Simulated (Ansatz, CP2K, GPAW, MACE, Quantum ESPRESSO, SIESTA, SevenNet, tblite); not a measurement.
# H-capped AlP nanocrystal (rod) (34 atoms) in SIESTA

How do the settings of SIESTA change the result for H-capped AlP nanocrystal (rod) (34 atoms)? A plane-wave run serves as the yardstick.

Main program and level: SIESTA 5.4.2; the method is named at each step.

## Step 1: The structure

The cell holds 34 atoms: 6 P, 6 Al and 22 H. Cell: a = 15.829 Å, b = 15.829 Å, c = 21.292 Å, α = 90.0°, β = 90.0°, γ = 90.0°. It derives from AlP (zinc-blende). Rod of size parameter 3.1 Å cut from zinc-blende AlP (a = 5.463 Å), atoms with fewer than two neighbours dropped, broken bonds capped with H, 10 Å of vacuum. Then every atom was moved at random, 0.03 Å r.m.s. a Cartesian component (hydrogen 0.6 of that). Regions: crystal, 12 atoms (6 P and 6 Al); hydrogen, 22 atoms (22 H). Vacuum lies along a, b and c.

The yardstick, on the same geometry:

| Item | Value |
| --- | --- |
| method | Kohn-Sham DFT, PBE, SSSP efficiency 1.3.0 pseudopotentials, plane waves (Quantum ESPRESSO 7.5); sssp-pbe-1.3.0-efficiency, cutoffs 45/360 Ry, Γ point |
| r.m.s. force component | 0.8536 eV/Å |
| longest force | 3.87 eV/Å |
| gap (highest filled to lowest empty level) | 3.079 eV |
| time | 4.9 min on 4 MPI ranks of Arm Neoverse V2, shared host |
| CPU time | 20 min |

## Step 2: PBE, DZP, shift 0.01 Ry, mesh 300 Ry

Method: Kohn-Sham DFT, PBE, PseudoDojo 0.4.1 norm-conserving pseudopotentials (converted to PSML), numerical atomic orbitals (DZP), diagonalisation.

The .psml files are PseudoDojo norm-conserving potentials that we converted to this format, checked against plane waves on the same files for H, C, O, Si, Ge and Ca alone.

Contents of input.fdf:

```
SystemLabel cell
NumberOfAtoms 34
NumberOfSpecies 3
%block ChemicalSpeciesLabel
  1 15 P
  2 13 Al
  3 1 H
%endblock ChemicalSpeciesLabel
LatticeConstant 1.0 Ang
%block LatticeVectors
  15.82930 0.00000 0.00000
  0.00000 15.82930 0.00000
  0.00000 0.00000 21.29230
%endblock LatticeVectors
PAO.BasisSize DZP
PAO.EnergyShift 0.01 Ry
XC.Functional GGA
XC.Authors PBE
MeshCutoff 300 Ry
%block kgrid_Monkhorst_Pack
  1 0 0 0.0
  0 1 0 0.0
  0 0 1 0.0
%endblock kgrid_Monkhorst_Pack
SolutionMethod diagon
OccupationFunction FD
ElectronicTemperature 580 K
SCF.Mixer.Method Pulay
SCF.Mixer.Weight 0.05
SCF.Mixer.History 8
SCF.Mix Hamiltonian
MaxSCFIterations 300
SCF.DM.Tolerance 1e-04
SCF.H.Tolerance 1.0e-3 eV
WriteForces T
Write.HirshfeldPop T
Write.VoronoiPop T
Write.DM F
Write.H F
XML.Write F
AtomicCoordinatesFormat Fractional
%block AtomicCoordinatesAndAtomicSpecies
  0.36786 0.54050 0.40416 1
  0.36876 0.54008 0.66064 1
  0.53762 0.36875 0.40645 1
  0.53731 0.36872 0.65695 1
  0.53641 0.53902 0.27190 1
  0.45299 0.62498 0.34123 2
  0.62790 0.45274 0.34008 2
  0.45442 0.45656 0.46751 2
  0.53987 0.53898 0.52925 1
  0.45538 0.62332 0.59040 2
  0.62788 0.45598 0.59555 2
  0.45643 0.45133 0.72343 2
  0.31376 0.59159 0.44140 3
  0.31728 0.48733 0.36446 3
  0.31250 0.48961 0.61992 3
  0.32022 0.58924 0.69601 3
  0.49020 0.31674 0.36427 3
  0.59011 0.31321 0.43941 3
  0.59426 0.31628 0.69728 3
  0.48729 0.31526 0.61920 3
  0.48853 0.49140 0.23681 3
  0.59109 0.59171 0.23460 3
  0.51277 0.68529 0.38034 3
  0.39394 0.68399 0.29605 3
  0.68385 0.51264 0.38203 3
  0.68132 0.39659 0.29715 3
  0.39437 0.39654 0.51081 3
  0.58886 0.59339 0.49094 3
  0.51249 0.68576 0.63714 3
  0.39787 0.68585 0.55096 3
  0.68772 0.39615 0.55180 3
  0.68338 0.50909 0.63828 3
  0.39822 0.39740 0.76463 3
  0.51261 0.51121 0.76373 3
%endblock AtomicCoordinatesAndAtomicSpecies
```

Started as:

```
$ OMP_NUM_THREADS=1 siesta < input.fdf > output.txt
```

What it wrote:

```text
Version         : 5.4.2
reinit: System Name:
reinit: System Label: cell
initatom: Reading input for the pseudopotentials and atomic orbitals ----------
Species number:   1 Atomic number:   15 Label: P
Species number:   2 Atomic number:   13 Label: Al
Species number:   3 Atomic number:    1 Label: H
Ground state valence configuration (from tables):   3s02  3p03  3d00  4f00
Ground state valence configuration (from tables):   3s02  3p01  3d00  4f00
Ground state valence configuration (from tables):   1s01  2p00  3d00  4f00
---- Processing specs for species: P
GGA--PBE XC_GGA_X_PBE--XC_GGA_C_PBE pb
---- Processing specs for species: Al
GGA--PBE XC_GGA_X_PBE--XC_GGA_C_PBE pb
---- Processing specs for species: H
GGA--PBE XC_GGA_X_PBE--XC_GGA_C_PBE pb
P pseudopotential only contains V_ls up to l=2 -- lmxkb reset.
Al pseudopotential only contains V_ls up to l=2 -- lmxkb reset.
H pseudopotential only contains V_ls up to l=1 -- lmxkb reset.
Using PAO.SplitTailNorm
%block ChemicalSpeciesLabel
    1   15 P                       # Species index, atomic number, species label
    2   13 Al                      # Species index, atomic number, species label
    3    1 H                       # Species index, atomic number, species label
%endblock ChemicalSpeciesLabel
%block PAO.Basis                 # Define Basis set
P                     2                    # Species label, number of l-shells
 n=3   0   2                         # n, l, Nzeta
   4.859      3.414
   1.000      1.000
 n=3   1   2 P   1                   # n, l, Nzeta, Polarization, NzetaPol
   6.081      4.321
   1.000      1.000
Al                    2                    # Species label, number of l-shells
 n=3   0   2                         # n, l, Nzeta
   6.130      4.449
   1.000      1.000
 n=3   1   2 P   1                   # n, l, Nzeta, Polarization, NzetaPol
   7.969      5.883
   1.000      1.000
H                     1                    # Species label, number of l-shells
 n=1   0   2 P   1                   # n, l, Nzeta, Polarization, NzetaPol
   5.233      3.529
   1.000      1.000
%endblock PAO.Basis
coor:   Atomic-coordinates input format  =     Fractional
siesta: System type = molecule
initatomlists: Number of atoms, orbitals, and projectors:     34   266   326
siesta: ******************** Simulation parameters ****************************
Total number of electrons:    70.000000
Total ionic charge:    70.000000
 Kpoints in:            1 . Kpoints trimmed:            1
siesta: k-grid: Number of k-points = 1
siesta: k-points from Monkhorst-Pack grid
siesta: k-cutoff (effective) =     7.915 Ang
siesta: k-point supercell and displacements
siesta: k-grid:     1     0     0      0.000
siesta: k-grid:     0     1     0      0.000
siesta: k-grid:     0     0     1      0.000
                     ====================================
                        Single-point calculation
                     ====================================
outcell: Unit cell vectors (Ang):
       15.829300    0.000000    0.000000
        0.000000   15.829300    0.000000
        0.000000    0.000000   21.292300
outcell: Cell vector modules (Ang)   :   15.829300   15.829300   21.292300
outcell: Cell angles (23,13,12) (deg):     90.0000     90.0000     90.0000
outcell: Cell volume (Ang**3)        :   5335.1422
new_DM -- step:     1
Initializing Density Matrix...
Attempting to read DM from file... Failed...
DM filled with atomic data:
InitMesh: MESH = 180 x 180 x 240 = 7776000
InitMesh: Mesh cutoff (required, used) =   300.000   351.139 Ry
stepf: Fermi-Dirac step function
        iscf     Eharris(eV)        E_KS(eV)     FreeEng(eV)     dDmax    Ef(eV) dHmax(eV)
   scf:    1    -1877.346552    -1848.216944    -1848.216944  1.822245 -5.606644  5.705193
   scf:    2    -1849.897268    -1849.070188    -1849.070188  0.010709 -5.665103  5.220630
   scf:    3    -1854.579931    -1852.508059    -1852.508059  0.072625 -4.648273  2.045159
   scf:    4    -1851.221150    -1852.122153    -1852.122153  0.037505 -3.995647  2.034051
   scf:    5    -1852.822278    -1852.841300    -1852.841300  0.037001 -4.389116  0.616470
   scf:    6    -1852.946360    -1852.911571    -1852.911571  0.008042 -4.219004  0.083302
[...]
scf:   10    -1852.912583    -1852.912559    -1852.912559  0.000293 -4.193631  0.004171
   scf:   11    -1852.912565    -1852.912562    -1852.912562  0.000116 -4.194435  0.001224
   scf:   12    -1852.912564    -1852.912563    -1852.912563  0.000045 -4.194512  0.000745
SCF Convergence by DM+H criterion
max |DM_out - DM_in|         :     0.0000451759
max |H_out - H_in|      (eV) :     0.0007450261
SCF cycle converged after 12 iterations
Using DM_out to compute the final energy and forces
siesta: E_KS(eV) =            -1852.9126
siesta: E_KS - E_eggbox =     -1852.9126
siesta: Atomic forces (eV/Ang):
     1    0.350039   -0.490189   -0.397876
     2    1.933015   -2.227565   -2.761112
     3   -0.012852    0.725715   -1.328020
     4    1.118956    0.063043    0.343512
     5    2.245863    1.689628    3.435719
     6   -0.240516    1.744815   -1.344783
[...]
32    0.428950    0.837874    0.949192
    33   -0.730190   -0.794667    0.496757
    34    0.598166    0.491069    0.091798
----------------------------------------
   Tot    0.001567    0.000478   -0.000564
----------------------------------------
   Max    3.435719
   Res    0.941317    sqrt( Sum f_i^2 / 3N )
----------------------------------------
   Max    3.435719    constrained
Stress tensor Voigt[x,y,z,yz,xz,xy] (kbar):       -2.82       -2.98       -2.72       -1.28        0.67        0.13
(Free)E + p*V (eV/cell)    -1843.4496
Target enthalpy (eV/cell)    -1852.9126
siesta: Program's energy decomposition (eV):
siesta: Ebs     =      -700.993626
siesta: Eions   =      3716.727777
siesta: Ena     =      1538.128151
siesta: Ekin    =       868.832996
siesta: Enl     =       187.664110
siesta: DEna    =       -25.602608
siesta: DUscf   =        10.025467
siesta: Ex      =      -645.466000
siesta: Ec      =       -69.766901
siesta: Exc     =      -715.232901
siesta: Eharris =     -1852.912564
siesta: Etot    =     -1852.912563
siesta: FreeEng =     -1852.912563
siesta: Final energy (eV):
siesta:  Band Struct. =    -700.993626
siesta:       Kinetic =     868.832996
siesta:       Hartree =    3932.785923
siesta:         Exch. =    -645.466000
siesta:         Corr. =     -69.766901
siesta:   Exch.-corr. =    -715.232901
siesta:  Ion-electron =   -8634.328198
siesta:       Ion-ion =    2695.029617
siesta:         Total =   -1852.912563
siesta:         Fermi =      -4.194512
siesta: Stress tensor (static) (eV/Ang**3):
siesta:    -0.001763    0.000079    0.000419
siesta:     0.000079   -0.001862   -0.000796
siesta:     0.000419   -0.000796   -0.001696
siesta: Cell volume =       5335.142166 Ang**3
siesta: Pressure (static):
siesta:                Solid            Molecule  Units
siesta:           0.00001932         -0.00000007  Ry/Bohr**3
siesta:           0.00177370         -0.00000609  eV/Ang**3
siesta:           2.84178863         -0.00975076  kBar
    Orbital volume contribution        =          15.950769 eV
    (Free)E + p_basis*V_orbitals       =       -1836.961794 eV
    (Free)Eharris+ p_basis*V_orbitals  =       -1836.961794 eV
siesta: Electric dipole (a.u.)  =   -1.883249   -2.273820   -2.495731
siesta: Electric dipole (Debye) =   -4.786742   -5.779475   -6.343514
Hirshfeld Atomic Populations:
Atom #   charge [q] valence [e]  Species
     1     0.126364    4.873636  P
     2     0.109966    4.890034  P
     3     0.114247    4.885753  P
     4     0.118232    4.881768  P
     5     0.110048    4.889952  P
     6     0.165973    2.834027  Al
     7     0.185602    2.814398  Al
     8     0.169569    2.830431  Al
     9    -0.002288    5.002288  P
    10     0.149638    2.850362  Al
    11     0.175963    2.824037  Al
    12     0.171855    2.828145  Al
    13     0.046864    0.953136  H
    14     0.023370    0.976630  H
    15     0.007182    0.992818  H
    16     0.026759    0.973241  H
    17     0.016723    0.983277  H
    18     0.040008    0.959992  H
[...]
--------------------
 Total     0.000001
Voronoi Atomic Populations:
Atom #   charge [q] valence [e]  Species
[...]
4     0.091615    4.908385  P
     5     0.068736    4.931264  P
[...]
9    -0.048902    5.048902  P
    10     0.255314    2.744686  Al
    11     0.266522    2.733478  Al
    12     0.252235    2.747765  Al
[...]
32    -0.185856    1.185856  H
    33    -0.225860    1.225860  H
    34    -0.192044    1.192044  H
--------------------
 Total     0.000001
```

The job ended after 70 s (1 thread of Arm Neoverse V2, shared host; peak memory 1.2 GiB).

Banners, paths, timers and routine set-up lines are dropped from the logs unmarked, and long logs keep their key lines alone; longer cuts are marked.

Numbers from this run, and their distance from the reference:

- r.m.s. force component: 0.9413 eV/Å
- r.m.s. difference of force components: 167.3 meV/Å
- longest difference of force vectors: 610.9 meV/Å
- force difference over r.m.s. force: 19.6 %
- slope of forces against the reference's: 1.089
- correlation of force components: 0.9874
- gap (highest filled to lowest empty level): 3.185 eV
- gap difference: 0.1065 eV

Length of the force difference by element (eV/Å):

| element | atoms | mean | most |
| --- | --- | --- | --- |
| Al | 6 | 0.076 | 0.11 |
| H | 22 | 0.21 | 0.57 |
| P | 6 | 0.45 | 0.61 |

Levels nearest the highest filled one (eV from it): -1.88, -1.58, -1.32, -1.22, -1.17, -0.90, -0.88, -0.74, -0.45, -0.33, -0.18, 0.00, 3.19, 3.88, 4.05, 4.16, 4.41, 4.65, 4.92, 5.01, 5.04, 5.12, 5.21, 5.26.

Local excerpt of 9 atoms (numbers count through the whole input) about P5, which bears the longest force; x, y, z are measured from there.

| atom | x | y | z | distance (Å) | bonds | Hirshfeld charge (e) | Fx | Fy | Fz (eV/Å) |
| --- | --- | --- | --- | --- | --- | --- | --- | --- | --- |
| P5 | 0.00 | 0.00 | 0.00 | 0.00 | 4 | 0.11 | 2.25 | 1.69 | 3.44 |
| H21 | -0.76 | -0.75 | -0.75 | 1.30 | 1 | 0.01 | -1.88 | -1.88 | -2.56 |
| H22 | 0.87 | 0.83 | -0.79 | 1.44 | 1 | 0.04 | -0.37 | -0.27 | -0.16 |
| Al6 | -1.32 | 1.36 | 1.48 | 2.40 | 4 | 0.17 | -0.24 | 1.74 | -1.34 |
| Al7 | 1.45 | -1.37 | 1.45 | 2.46 | 4 | 0.19 | 0.12 | 0.38 | -0.19 |
| H24 | -2.26 | 2.29 | 0.51 | 3.26 | 1 | -0.18 | -0.05 | -0.34 | 0.12 |
| H26 | 2.29 | -2.25 | 0.54 | 3.26 | 1 | -0.17 | 0.43 | -0.84 | -0.70 |
| H23 | -0.37 | 2.32 | 2.31 | 3.29 | 1 | -0.16 | 0.37 | -0.19 | 0.43 |
| H25 | 2.33 | -0.42 | 2.34 | 3.33 | 1 | -0.16 | -0.09 | 0.42 | 0.38 |

Forces lie 20 % from the reference's, at 0.060 times its CPU time (on 1 against 4 cores).

## Step 3: PBE, SZ, shift 0.01 Ry, mesh 300 Ry

Method: Kohn-Sham DFT, PBE, PseudoDojo 0.4.1 norm-conserving pseudopotentials (converted to PSML), numerical atomic orbitals (SZ), diagonalisation.

Changes to input.fdf since step 2:

```diff
@@ -14,3 +14,3 @@
 %endblock LatticeVectors
-PAO.BasisSize DZP
+PAO.BasisSize SZ
 PAO.EnergyShift 0.01 Ry
```

What it wrote:

```text
Version         : 5.4.2
reinit: System Name:
reinit: System Label: cell
initatom: Reading input for the pseudopotentials and atomic orbitals ----------
Species number:   1 Atomic number:   15 Label: P
Species number:   2 Atomic number:   13 Label: Al
Species number:   3 Atomic number:    1 Label: H
Ground state valence configuration (from tables):   3s02  3p03  3d00  4f00
Ground state valence configuration (from tables):   3s02  3p01  3d00  4f00
Ground state valence configuration (from tables):   1s01  2p00  3d00  4f00
---- Processing specs for species: P
[... lines left out ...]
        iscf     Eharris(eV)        E_KS(eV)     FreeEng(eV)     dDmax    Ef(eV) dHmax(eV)
[... lines left out ...]
SCF Convergence by DM+H criterion
[... lines left out ...]
SCF cycle converged after 11 iterations
[... lines left out ...]
   Max    6.260719
[... lines left out ...]
   Max    6.260719    constrained
Stress tensor Voigt[x,y,z,yz,xz,xy] (kbar):      -11.18      -11.49      -11.06       -3.05       -0.35       -1.00
[... lines left out ...]
siesta: FreeEng =     -1830.820395
[... lines left out ...]
siesta:         Fermi =      -5.299302
[... lines left out ...]
siesta:                Solid            Molecule  Units
siesta:           0.00007644         -0.00000008  Ry/Bohr**3
siesta:           0.00701805         -0.00000730  eV/Ang**3
siesta:          11.24414949         -0.01170232  kBar
    Orbital volume contribution        =           7.444800 eV
    (Free)E + p_basis*V_orbitals       =       -1823.375595 eV
    (Free)Eharris+ p_basis*V_orbitals  =       -1823.375595 eV
siesta: Electric dipole (a.u.)  =   -2.088464   -2.542160   -2.844915
siesta: Electric dipole (Debye) =   -5.308347   -6.461525   -7.231052
Hirshfeld Atomic Populations:
Atom #   charge [q] valence [e]  Species
     1     0.106720    4.893280  P
     2     0.082240    4.917760  P
     3     0.093567    4.906433  P
[...]
6     0.179432    2.820568  Al
     7     0.199848    2.800152  Al
     8     0.187344    2.812656  Al
[...]
13     0.059632    0.940368  H
    14     0.033170    0.966830  H
    15     0.016385    0.983615  H
[...]
--------------------
 Total    -0.000004
Voronoi Atomic Populations:
Atom #   charge [q] valence [e]  Species
[...]
5     0.028511    4.971489  P
[...]
9    -0.092475    5.092475  P
[...]
11     0.364735    2.635265  Al
    12     0.363796    2.636204  Al
[...]
33    -0.254566    1.254566  H
    34    -0.224143    1.224143  H
--------------------
 Total    -0.000004
```

The job ended after 43 s (1 thread; peak memory 1 GiB).

Numbers from this run, and their distance from the reference:

| Item | Value |
| --- | --- |
| r.m.s. force component | 1.812 eV/Å |
| r.m.s. difference of force components | 1329 meV/Å |
| longest difference of force vectors | 4312 meV/Å |
| force difference over r.m.s. force | 155.7 % |
| slope of forces against the reference's | 1.541 |
| correlation of force components | 0.7258 |
| gap (highest filled to lowest empty level) | 4.447 eV |
| gap difference | 1.369 eV |

This is a coarse setting, run to see what it loses.

Against the first run (20 %), the force difference from the reference is 156 %, at 0.61 times the CPU time, with 70 basis functions against 266: the smaller basis costs accuracy.

## Step 4: PBE, TZP, shift 0.01 Ry, mesh 300 Ry

Method: Kohn-Sham DFT, PBE, PseudoDojo 0.4.1 norm-conserving pseudopotentials (converted to PSML), numerical atomic orbitals (TZP), diagonalisation.

Changes to input.fdf since step 3:

```diff
@@ -14,3 +14,3 @@
 %endblock LatticeVectors
-PAO.BasisSize SZ
+PAO.BasisSize TZP
 PAO.EnergyShift 0.01 Ry
```

What it wrote:

```text
Version         : 5.4.2
reinit: System Name:
reinit: System Label: cell
initatom: Reading input for the pseudopotentials and atomic orbitals ----------
Species number:   1 Atomic number:   15 Label: P
Species number:   2 Atomic number:   13 Label: Al
Species number:   3 Atomic number:    1 Label: H
Ground state valence configuration (from tables):   3s02  3p03  3d00  4f00
Ground state valence configuration (from tables):   3s02  3p01  3d00  4f00
Ground state valence configuration (from tables):   1s01  2p00  3d00  4f00
---- Processing specs for species: P
GGA--PBE XC_GGA_X_PBE--XC_GGA_C_PBE pb
---- Processing specs for species: Al
GGA--PBE XC_GGA_X_PBE--XC_GGA_C_PBE pb
---- Processing specs for species: H
GGA--PBE XC_GGA_X_PBE--XC_GGA_C_PBE pb
[... lines left out ...]
stepf: Fermi-Dirac step function
        iscf     Eharris(eV)        E_KS(eV)     FreeEng(eV)     dDmax    Ef(eV) dHmax(eV)
[... lines left out ...]
SCF Convergence by DM+H criterion
[... lines left out ...]
SCF cycle converged after 12 iterations
[... lines left out ...]
   Max    3.365662
[... lines left out ...]
   Max    3.365662    constrained
Stress tensor Voigt[x,y,z,yz,xz,xy] (kbar):       -2.84       -3.00       -2.75       -1.24        0.70        0.16
[... lines left out ...]
siesta: FreeEng =     -1853.310463
[... lines left out ...]
siesta:       Hartree =    3933.364127
siesta:         Exch. =    -645.697087
siesta:         Corr. =     -69.751607
siesta:   Exch.-corr. =    -715.448694
siesta:  Ion-electron =   -8635.274371
siesta:       Ion-ion =    2695.029617
siesta:         Total =   -1853.310463
siesta:         Fermi =      -4.265168
siesta: Stress tensor (static) (eV/Ang**3):
siesta:    -0.001772    0.000097    0.000437
siesta:     0.000097   -0.001872   -0.000773
siesta:     0.000437   -0.000773   -0.001714
siesta: Cell volume =       5335.142166 Ang**3
siesta: Pressure (static):
siesta:                Solid            Molecule  Units
siesta:           0.00001945         -0.00000007  Ry/Bohr**3
siesta:           0.00178612         -0.00000608  eV/Ang**3
siesta:           2.86167449         -0.00974059  kBar
    Orbital volume contribution        =          19.777071 eV
    (Free)E + p_basis*V_orbitals       =       -1833.533393 eV
    (Free)Eharris+ p_basis*V_orbitals  =       -1833.533393 eV
siesta: Electric dipole (a.u.)  =   -1.883368   -2.277218   -2.501002
siesta: Electric dipole (Debye) =   -4.787045   -5.788110   -6.356913
Hirshfeld Atomic Populations:
Atom #   charge [q] valence [e]  Species
     1     0.124171    4.875829  P
     2     0.107944    4.892056  P
     3     0.112264    4.887736  P
[...]
6     0.167558    2.832442  Al
     7     0.186943    2.813057  Al
     8     0.171097    2.828903  Al
[...]
13     0.047428    0.952572  H
    14     0.023899    0.976101  H
    15     0.007821    0.992179  H
[...]
--------------------
 Total     0.000001
Voronoi Atomic Populations:
Atom #   charge [q] valence [e]  Species
[...]
5     0.065466    4.934534  P
[...]
9    -0.055952    5.055952  P
[...]
11     0.266684    2.733316  Al
    12     0.252052    2.747948  Al
[...]
33    -0.224955    1.224955  H
    34    -0.190932    1.190932  H
--------------------
 Total     0.000001
```

Wall time 81 s (1 thread); peak memory 1.3 GiB.

Compared with the plane-wave run:

- r.m.s. force component: 0.9316 eV/Å
- r.m.s. difference of force components: 152 meV/Å
- longest difference of force vectors: 531.5 meV/Å
- force difference over r.m.s. force: 17.81 %
- slope of forces against the reference's: 1.08
- correlation of force components: 0.9893
- gap (highest filled to lowest empty level): 3.176 eV
- gap difference: 0.0978 eV

Against the first run (20 %), the force difference from the reference is 18 %, at 1.2 times the CPU time, with 336 basis functions against 266.

(Continued in part 2 of 3.)

[Also dropped from logs without a mark: logging warnings of Python, and SIESTA's first energy breakdown and zero terms.]

[Logs are printed without paths, hosts, clocks, repeated set-up lines and the standing remarks that a program may print on its own settings, such as how far it seeks lower states.]

[Hosts, paths, dates, database ids (printed as entryN), source tags and the programs' standing remarks are cut or masked in the printed files.]
